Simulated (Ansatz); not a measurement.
**SiC (P6_3mc):Mg_Si, thermodynamic levels from a 108-atom cell**

Aim: at which Fermi levels does Mg_Si in SiC (P6_3mc) change its charge? The model is a cell of 108 host atoms with 1 Si taken out and 1 Mg put in.

Method: place-levels on r2SCAN runs: charge-transition levels and formation energies with image-charge correction and potential alignment at the atomic sites; PAW set soft_1, in Ansatz 0.2.0.

**Measured values to reproduce.**

For SiC, 6H (bulk crystal, literature), “Charge spill-out and work function of few-layer graphene on SiC(0001)” (2018, arxiv:1806.04908) quotes earlier work: band gap (indirect gap, experimental literature value) 3.03 eV [Literature value cited in passing in the theory part; temperature and measurement method …].

### Step 1. Set-up

The cell holds 108 atoms: 53 Si, 54 C and 1 Mg. Its edges and angles: a = 9.236 Å, b = 9.236 Å, c = 15.108 Å, α = 90.0°, β = 90.0°, γ = 120.0°. It derives from SiC (space group P6_3mc). Nearest the centre at fractional (0.667, 0.667, 0.500): Mg101 at 0.00 Å, C71 at 1.89 Å, C107 at 1.89 Å, C59 at 1.89 Å, C104 at 1.89 Å, Si77 at 3.08 Å, Si53 at 3.08 Å, Si5 at 3.08 Å.

Known beforehand: the electronic dielectric constant, (7.09, 7.09, 7.35), and the static one, (10.43, 10.43, 10.95), computed on the host (DFPT, PBEsol, on the r2SCAN cell), and a cell off the functional's own equilibrium shifts the ionic part.

The cell's shortest repeat is 9.2 Å.

### Step 2. Charge states

A transition level is the Fermi level at which two charge states cost the same, so each charge needs its own total energy, at its own relaxed structure.

Random displacements of about 0.05 Å break the site symmetry at the start, so that the relaxation can reach a distorted minimum if there is one. Forces are taken at one point at (¼, ¼, ¼). The cell holds 2 electrons more than the neutral one, with a uniform background that keeps it neutral on the whole.

The sampling was tested on the host first: at the k-points planned (1x1x1 shifted 0.25 0.25 0.25) its energy lies -0.041 eV an atom from the dense-mesh value, a large miss, so this sampling is coarse for the host.

One state's input; the others differ in charge, spin, start and seed, and in occupations where the table says so.

qm2.relax/input.yaml reads:

```yaml
crystal:
  lattice:
    - [3.07866498, 0.0, 0.0]
    - [-1.53933249, 2.66620208, 0.0]
    - [0.0, 0.0, 15.1078644]
  atoms:
    - { symbol: Si, position: [0.33333333, 0.66666667, 0.8329854] }
    - { symbol: Si, position: [0.66666667, 0.33333333, 0.3329854] }
    - { symbol: Si, position: [0.66666667, 0.33333333, 0.66650102] }
    - { symbol: Si, position: [0.33333333, 0.66666667, 0.16650102] }
    - { symbol: Si, position: [0.0, 0.0, 0.49972248] }
    - { symbol: Si, position: [0.0, 0.0, 0.99972248] }
    - { symbol: C, position: [0.0, 0.0, 0.87436694] }
    - { symbol: C, position: [0.0, 0.0, 0.37436694] }
    - { symbol: C, position: [0.33333333, 0.66666667, 0.70799668] }
    - { symbol: C, position: [0.66666667, 0.33333333, 0.20799668] }
    - { symbol: C, position: [0.66666667, 0.33333333, 0.54152848] }
    - { symbol: C, position: [0.33333333, 0.66666667, 0.04152848] }
  supercell: [3, 3, 1]
  defects: [{ substitution: { at: 100, symbol: Mg } }]
total_charge: -2
basis:
  ecutwfc: 500
  xc_grid: 2
hamiltonian:
  xc: r2scan
  pseudopotentials: { kind: paw, azcp: { folder: soft_1 } }
kpoints:
  mp_grid: { grid: [1, 1, 1], shift: [0.25, 0.25, 0.25] }
scf:
  occupations: { method: fixed }
  max_iter: 80
output:
  forces: true
  charged_corrections:
    epsilon: [7.09, 7.09, 7.35]
    static_epsilon: [10.43, 10.43, 10.95]
relax:
  f_tol: 0.02
  max_steps: 80
  random_displacement: { amplitude: 0.05, seed: 2738 }
checkpoint:
  write: "../qm2.relax.run"
  compress: false
  write_wavefunctions: true
  write_every: 100000
```

The run is started by

```console
> ansatz run input.yaml --threads 4 --pin off --max-ram 15073MiB --backend cpu --events-out ev --progress --plain --runs-dir out
```

The relaxed structure is kept and the sampling changed to a 2×2×2 shifted mesh.

The run of this state that the levels use, under r2SCAN:

qm2.point/input.yaml reads:

```yaml
crystal:
  checkpoint: "../qm2.relax.run"
  host: checkpoint
total_charge: -2
basis:
  ecutwfc: 500
  xc_grid: 2
hamiltonian:
  xc: r2scan
  pseudopotentials: { kind: paw, azcp: { folder: soft_1 } }
kpoints:
  mp_grid: { grid: [2, 2, 2], shift: [0.5, 0.5, 0.5] }
scf:
  occupations: { method: fermi_dirac, width: 0.01 }
  max_iter: 80
output:
  forces: true
  eigenvalues: true
  charged_corrections:
    epsilon: [7.09, 7.09, 7.35]
    static_epsilon: [10.43, 10.43, 10.95]
    defect_position: [0.666667, 0.666667, 0.499722]
  eigenstates: { localisation: true }
  populations: true
checkpoint:
  read: "../qm2.relax.run"
  write: "../qm2.point.run"
  compress: false
  write_wavefunctions: false
  write_every: 100000
```

Relaxations under r2SCAN at one point at (¼, ¼, ¼); times on 4 threads of Intel Xeon Platinum 8259CL at 2.50GHz (Skylake/Cascade Lake), shared host:

| charge | moment (μB) | occupations | outcome | steps | largest displacement against the far atoms (Å) | time |
| --- | --- | --- | --- | --- | --- | --- |
| −2 | 0 | fixed | converged | 6 | 0.19 | 3.5 min |
| −1 | 1 | fixed | converged | 6 | 0.24 | 8.9 min |
| 0 | 0 | fixed | not converged | 3 | - | 5.4 min |
| 0 | 0 | fermi-dirac | converged | 7 | 0.27 | 6 min |
| 0 | 2 | fixed | converged | 6 | 0.23 | 9.1 min |
| +1 | 1 | fixed | converged | 7 | 0.24 | 9.2 min |
| +1 | 3 | fixed | converged | 6 | 0.22 | 7.5 min |

Single points under r2SCAN at a 2×2×2 shifted mesh; times on 4 threads of Intel Xeon Platinum 8259CL at 2.50GHz (Skylake/Cascade Lake), shared host:

| charge | moment (μB) | occupations | outcome | time |
| --- | --- | --- | --- | --- |
| −2 | 0 | fermi-dirac | converged | 3 min |
| −1 | 1 | fermi-dirac | converged | 9.8 min |
| 0 | 0 | fermi-dirac | converged | 4 min |
| 0 | 2 | fermi-dirac | converged | 9.3 min |
| +1 | 1 | fermi-dirac | converged | 8 min |
| +1 | 3 | fermi-dirac | converged | 8.5 min |

Distances (Å) from Mg101 to the nearest atoms after relaxation with r2SCAN:

| charge | moment (μB) | 1. | 2. | 3. | 4. | 5. | 6. |
| --- | --- | --- | --- | --- | --- | --- | --- |
| −2 | 0 | C 2.05 | C 2.06 | C 2.06 | C 2.07 | Si 3.07 | Si 3.07 |
| −1 | 1 | C 2.05 | C 2.06 | C 2.06 | C 2.13 | Si 3.06 | Si 3.06 |
| 0 | 0 | C 2.06 | C 2.07 | C 2.08 | C 2.16 | Si 3.06 | Si 3.06 |
| 0 | 2 | C 2.06 | C 2.07 | C 2.11 | C 2.13 | Si 3.07 | Si 3.08 |
| +1 | 1 | C 2.09 | C 2.11 | C 2.12 | C 2.12 | Si 3.07 | Si 3.08 |
| +1 | 3 | C 2.10 | C 2.10 | C 2.11 | C 2.11 | Si 3.08 | Si 3.09 |

### Step 3. Levels against the band edges, r2SCAN

A charged cell interacts with its images and the background, and its potential has another zero than the host's. place-levels removes the first by a point-charge model, screened by the static dielectric constant since the ions have relaxed around the charge, and the second by comparing potentials at atoms far from the defect.

The host is a run of the defect-free crystal in the same cutoffs, grids and k-points, so that basis and sampling errors cancel in part in the differences. The host is run in a cell of 12 atoms on a matching mesh. Its band edges are searched through the zone by a band path, so the gap is smaller than, or equal to, that on the mesh. Chemical potentials are energies per atom of Si (diamond) and Mg (hcp), run with the same functional and cutoff.

levels.point.yaml reads:

```yaml
host:
  run: host.point.run
states: [qm2.point.run, qm1_M1.point.run, q0.point.run, q0_M2.point.run, qp1_M1.point.run, qp1_M3.point.run]
geometry_from:
  qm2.point.run: qm2.relax.run
  qm1_M1.point.run: qm1_M1.relax.run
  q0.point.run: q0.relax_smeared.run
  q0_M2.point.run: q0_M2.relax.run
  qp1_M1.point.run: qp1_M1.relax.run
  qp1_M3.point.run: qp1_M3.relax.run
  host.point.run: host.relax.run
chemical_potentials:
  Si:
    energy: -639.06578
    dataset: <sha256 of the dataset>
  Mg:
    energy: -1926.407918
    dataset: "<sha256 of the dataset>"
epsilon: [7.09, 7.09, 7.35]
static_epsilon: [10.43, 10.43, 10.95]
vertical:
  - { from: qm2.point.run, to: qm2.point_neutral.run }
  - { from: qm1_M1.point.run, to: qm1_M1.point_neutral.run }
  - { from: qp1_M1.point.run, to: qp1_M1.point_neutral.run }
  - { from: qp1_M3.point.run, to: qp1_M3.point_neutral.run }
```

The run is started by

```console
> ansatz place-levels levels.point.yaml -- --threads 4 --pin off --max-ram 15073MiB
```

Numbers of over 12 decimals in the logs are rounded to 6 here.

What it wrote:

```text
[... repeated set-up lines and file paths are left out, and long positions are rounded to six places ...]
(+1/0) 0.000 eV above the valence edge (-0.042 eV without the band-filling correction), 2.368 eV under the conduction edge
(0/-1) 0.554 eV above the valence edge, 1.815 eV under the conduction edge
(-1/-2) 1.045 eV above the valence edge, 1.324 eV under the conduction edge
formation energy of charge +1: +4.519 eV with the Fermi level at the valence edge
formation energy of charge 0: +4.519 eV with the Fermi level at the valence edge
formation energy of charge -1: +5.073 eV with the Fermi level at the valence edge
formation energy of charge -2: +6.118 eV with the Fermi level at the valence edge
vertical -2 to 0: no energy, since no alignment is typed
  the change from vertical[0].from (qm2.point.run) to vertical[0].to (qm2.point_neutral.run): by its potential at epsilon [7.09, 7.09, 7.35] it stands at 0.597 0.737 0.536, with an rms radius of about 3.5 Å (1.9 1.9 2.3 Å across the planes of the cell's [...]
vertical -1 to 0: no energy, since no alignment is typed
  the change from vertical[1].from (qm1_M1.point.run) to vertical[1].to (qm1_M1.point_neutral.run): by its spins about the atoms it stands at 0.565 0.771 0.547, with an rms radius of about 2.9 Å (1.9 1.8 1.3 Å across the planes of the cell's vectors); [...]
vertical +1 to 0: no energy, since no alignment is typed
  the change from vertical[2].from (qp1_M1.point.run) to vertical[2].to (qp1_M1.point_neutral.run): by its potential at epsilon [7.09, 7.09, 7.35] it stands at 0.619 0.730 0.466, with an rms radius of about 2.9 Å (1.2 1.1 2.3 Å across the planes of the cell's [...]
vertical +1 to 0: no energy, since no alignment is typed
  the change from vertical[3].from (qp1_M3.point.run) to vertical[3].to (qp1_M3.point_neutral.run): by its potential at epsilon [7.09, 7.09, 7.35] it stands at 0.601 0.733 0.448, with an rms radius of about 3.0 Å (1.0 1.0 2.6 Å across the planes of the cell's [...]
  edges by r2scan, gap 2.368 eV; the host is sampled to repeats of 18.47 Å
  the defect's cells are sampled to repeats of 18.47 Å, like sampling
  charge +1: -49424.1485 eV with its correction of +0.091 eV, at epsilon [10.43, 10.43, 10.95], aligned at sites: -0.0751 eV, mean over 73 atomic sites at or beyond 4.62 Å from the host's site at [0.6663, 0.6671, 0.4997] by the defect at [0.6667, 0.6667, [...]
  states[5] (qp1_M3.point.run): levels filled in part (TS 0.003 eV): its energy is of no whole electron's
  charge 0: +0.000 eV for its dipole among its images, +0.000 omitted
  charge -1: -49404.7677 eV with its correction of +0.177 eV, at epsilon [10.43, 10.43, 10.95], aligned at sites: -0.0109 eV, mean over 73 atomic sites at or beyond 4.62 Å from the host's site at [0.6663, 0.6671, 0.4997] by the defect at [0.6667, 0.6667, [...]
  states[1] (qm1_M1.point.run): levels filled in part (TS 0.006 eV): its energy is of no whole electron's
  charge -2: -49394.2887 eV with its correction of +0.665 eV, at epsilon [10.43, 10.43, 10.95], aligned at sites: +0.0005 eV, mean over 73 atomic sites at or beyond 4.62 Å from the host's site at [0.6663, 0.6671, 0.4997] by the defect at [0.6667, 0.6667, [...]
  charge +1: states[4] (qp1_M1.point.run) stands 0.053 eV higher, with a moment of 1.00 μB against 3.00
  charge 0: states[2] (q0.point.run) stands 0.222 eV higher, with a moment of 0.00 μB against 2.00
  states[2] (q0.point.run): levels filled in part (TS 0.008 eV): its energy is of no whole electron's
  of states[5] (qp1_M3.point.run): a band-filling correction moves a carrier to the host's band edge, which changes its energy by -0.042 eV; [...]
  of states[3] (q0_M2.point.run): stability_check_not_made
  of states[1] (qm1_M1.point.run): it parts from the run at its places by a charge that spreads by about 1.9 Å along one vector (1.4 Å or more is wide), by the spins about the atoms, where the cell does not tell a trapped carrier from a band state. [...]
  of states[0] (qm2.point.run): it parts from the run at its places by a charge that spreads by about 1.9 Å along one vector (1.4 Å or more is wide), by its potential at epsilon [7.09, 7.09, 7.35], taken for that of held ions (one typed too small widens it), [...]
  of states[4] (qp1_M1.point.run): the host's ions (past the first shell or, of a walk that freed a part, those that it held) aren't shown at rest: they stand up to 0.041 Å off their sites, 1.40 of a continuum's relaxation, the totals under the two constants [...]
  of vertical[0].from (qm2.point.run): it parts from the run at its places by a charge that spreads by about 1.9 Å along one vector (1.4 Å or more is wide), by its potential at epsilon [7.09, 7.09, 7.35], taken for that of held ions (one typed too small [...]
  vertical[0].to (qm2.point_neutral.run): levels filled in part (TS 0.011 eV): its energy is of no whole electron's
  vertical[1].from (qm1_M1.point.run): levels filled in part (TS 0.006 eV): its energy is of no whole electron's
  of vertical[1].from (qm1_M1.point.run): stability_check_not_made; [...]
  vertical[1].to (qm1_M1.point_neutral.run): levels filled in part (TS 0.008 eV): its energy is of no whole electron's
  of vertical[2].from (qp1_M1.point.run): stability_check_not_made
  vertical[2].to (qp1_M1.point_neutral.run): levels filled in part (TS 0.010 eV): its energy is of no whole electron's
  vertical[3].from (qp1_M3.point.run): levels filled in part (TS 0.003 eV): its energy is of no whole electron's
  of vertical[3].from (qp1_M3.point.run): its moments are held at its close (magnetization.spin_locking), by a field of 0.009 eV a Bohr magneton, and its energy and levels are of the state that this holds: a run that lets them go can end lower; [...]
  vertical[3].to (qp1_M3.point_neutral.run): levels filled in part (TS 0.010 eV): its energy is of no whole electron's
```

Elapsed: 1.5 s, on 4 threads of Intel Xeon Platinum 8259CL at 2.50GHz (Skylake/Cascade Lake), shared host.

Levels between the charges placed, in eV above the valence top:

|  | gap (eV) | (+1/0) | (0/−1) | (−1/−2) |
| --- | --- | --- | --- | --- |
| r2SCAN | 2.37 | 0.00 | 0.55 | 1.04 |

Corrections by state:

| charge | moment (μB) | image terms and alignment (eV) | band filling (eV) | ε used | over the lowest of its charge, as the program ranks them, band filling apart (eV) |
| --- | --- | --- | --- | --- | --- |
| +1 | 3.0 | 0.091 | -0.042 | principal values (10.43, 10.43, 10.95) | 0.000 |
| 0 | 2.0 | 0.000 | - | - | 0.000 |
| −1 | 1.0 | 0.177 | - | principal values (10.43, 10.43, 10.95) | 0.000 |
| −2 | 0.0 | 0.665 | - | principal values (10.43, 10.43, 10.95) | 0.000 |
| +1 | 1.0 | 0.097 | - | principal values (10.43, 10.43, 10.95) | 0.053 |
| 0 | 0.0 | 0.000 | - | - | 0.222 |

The charged structures listed were also run neutral, and place-levels reads from each pair, by the potential or the spins, how wide the charge is by which they differ; that can be the carrier of either run.

| charge | rms radius (Å) | spread where it is widest against the cell (Å) | wide from (Å) | reading |
| --- | --- | --- | --- | --- |
| +1 | 3.0 | 2.61 | 2.62 | narrow |
| −1 | 2.9 | 1.86 | 1.39 | wide |
| −2 | 3.5 | 1.87 | 1.39 | wide |

The neutral runs of these pairs need not share the spin of the lowest neutral state, and very wide values only mean spread over the cell.

From the program's caveats on the states, each cut to its opening words:

- charge +1 (3 μB): a band-filling correction moves a carrier to the host's band edge, which changes its energy by -0.042 eV
- charge +1 (3 μB): its moments are held at its close (magnetization.spin_locking), by a field of 0.009 eV a Bohr magneton, and its energy and levels are of the state that this [...]
- charge +1 (3 μB), 0 (2 μB), −1 (1 μB), +1 (1 μB): flagged: stability check not made
- charge −1 (1 μB): it parts from the run at its places by a charge that spreads by about 1.9 Å along one vector (1.4 Å or more is wide), by the spins about the atoms, where the [...]
- charge −1 (1 μB): the host's ions (past the first shell or, of a walk that freed a part, those that it held) aren't shown at rest: they stand up to 0.039 Å off their sites, 0.55 [...]
- charge −2: it parts from the run at its places by a charge that spreads by about 1.9 Å along one vector (1.4 Å or more is wide), by its potential at epsilon [7.09, 7.09, [...]
- charge +1 (1 μB): the host's ions (past the first shell or, of a walk that freed a part, those that it held) aren't shown at rest: they stand up to 0.041 Å off their sites, 1.40 [...]

The host's formation energy from the elements is -0.356 eV per atom; it sets how far the chemical potentials can move.

Limit set by the element alone; other compounds of these elements are not counted. Chemical potentials from the elements' reference states: C 0.00 eV, Si -0.71 eV, Mg 0.00 eV. Formation energy by charge state (C-rich; gap 2.37 eV):

| charge | at valence top (eV) | at conduction bottom (eV) | correction included (eV) |
| --- | --- | --- | --- |
| +1 | 3.81 | 6.17 | 0.05 |
| 0 | 3.81 | 3.81 | 0.00 |
| −1 | 4.36 | 1.99 | 0.18 |
| −2 | 5.40 | 0.67 | 0.67 |

| Fermi level (eV) | lowest formation energy (eV) |
| --- | --- |
| 0.00 | 3.81 |
| 0.22 | 3.81 |
| 0.43 | 3.81 |
| 0.65 | 3.71 |
| 0.86 | 3.50 |
| 1.08 | 3.25 |
| 1.29 | 2.82 |
| 1.51 | 2.39 |
| 1.72 | 1.96 |
| 1.94 | 1.53 |
| 2.15 | 1.10 |
| 2.37 | 0.67 |

Limit set by the element alone; other compounds of these elements are not counted. Chemical potentials from the elements' reference states: Si 0.00 eV, C -0.71 eV, Mg 0.00 eV. Formation energies (Si-rich), with the Fermi level at the valence top and at the conduction bottom (gap 2.37 eV):

| charge | at valence top (eV) | at conduction bottom (eV) | correction included (eV) |
| --- | --- | --- | --- |
| +1 | 4.52 | 6.89 | 0.05 |
| 0 | 4.52 | 4.52 | 0.00 |
| −1 | 5.07 | 2.70 | 0.18 |
| −2 | 6.12 | 1.38 | 0.67 |

Fermi level (eV), lowest formation energy (eV) and a bar from the least value:
```
     0.00       4.52 ##############################
     0.22       4.52 ##############################
     0.43       4.52 ##############################
     0.65       4.43 #############################
     0.86       4.21 ###########################
     1.08       3.97 #########################
     1.29       3.53 #####################
     1.51       3.10 ################
     1.72       2.67 ############
     1.94       2.24 ########
     2.15       1.81 ####
     2.37       1.38
```

### Step 4. Outcome

```yaml
gap_of_the_host: 2.37 eV (r2SCAN)
level_plus_1_over_0: 0.00 eV above the valence top (-0.04 eV above the valence top without the band-filling term)
level_0_minus_1: 0.55 eV above the valence top
level_minus_1_minus_2: 1.04 eV above the valence top
lowest_of_the_charges_placed_just_above_the_valence_top_0p02_ev: 0
lowest_of_the_charges_placed_just_below_the_conduction_bottom_0p02_ev: −2
lowest_formation_energy_at_mid_gap_of_the_charges_run_c_rich: 3.04 eV
lowest_formation_energy_at_mid_gap_of_the_charges_run_si_rich: 3.75 eV
```

What this shows: Of the charges placed (−2, −1, 0 and +1), the lowest changes at 0.55 eV (0/−1) and 1.04 eV (−1/−2) above the valence top, in a gap of 2.37 eV. Charges below −2 were not placed, so these runs say nothing of levels that involve them. States placed: +1 at 3 μB and 1 μB; 0 at 2 μB and 0 μB; −1 at 1 μB; −2 at 0 μB. Other spin states or structures, where not listed, weren't placed. The program finds carriers beyond a band edge of the host and adds a band-filling term at charge +1 (-0.04 eV); steps to such a charge show no bound level, and a defect level inside a band would be read the same way. Mg is taken at its element; compounds, which aren't counted here, bound the chemical potentials and would shift these formation energies. What this leaves open: r2SCAN makes the gap too small and tends to spread out bound carriers; force components of up to 0.54 eV/Å remain in a run at the final settings.

Calculation against experiment:

```
                             quantity  measured           r2SCAN
band gap (least gap of the host) (eV)      3.03  2.37 (-0.66 eV)
```

Measured values from arxiv:1806.04908 (2018).

**Verdict.** The band gap is off by -0.66 eV: a clear miss. Local and semilocal functionals usually give gaps below the measured ones. Zero-point and thermal motion shift the measured gap.

[Logs are printed without paths, hosts, clocks, repeated set-up lines and the standing remarks that a program may print on its own settings, such as how far it seeks lower states.]

[Hosts, paths, dates, database ids (printed as entryN), source tags and the programs' standing remarks are cut or masked in the printed files.]

[Where a table of states has a column of steps, it counts the stored structures, which are thinned; the runs took as many ionic steps or more.]

[A defect's name tells the site on which it was built; relaxed atoms can leave that site.]

[For some hosts the program warned that the k-mesh of the response run may be too coarse for force constants and the static dielectric constant; such warnings are not shown here.]
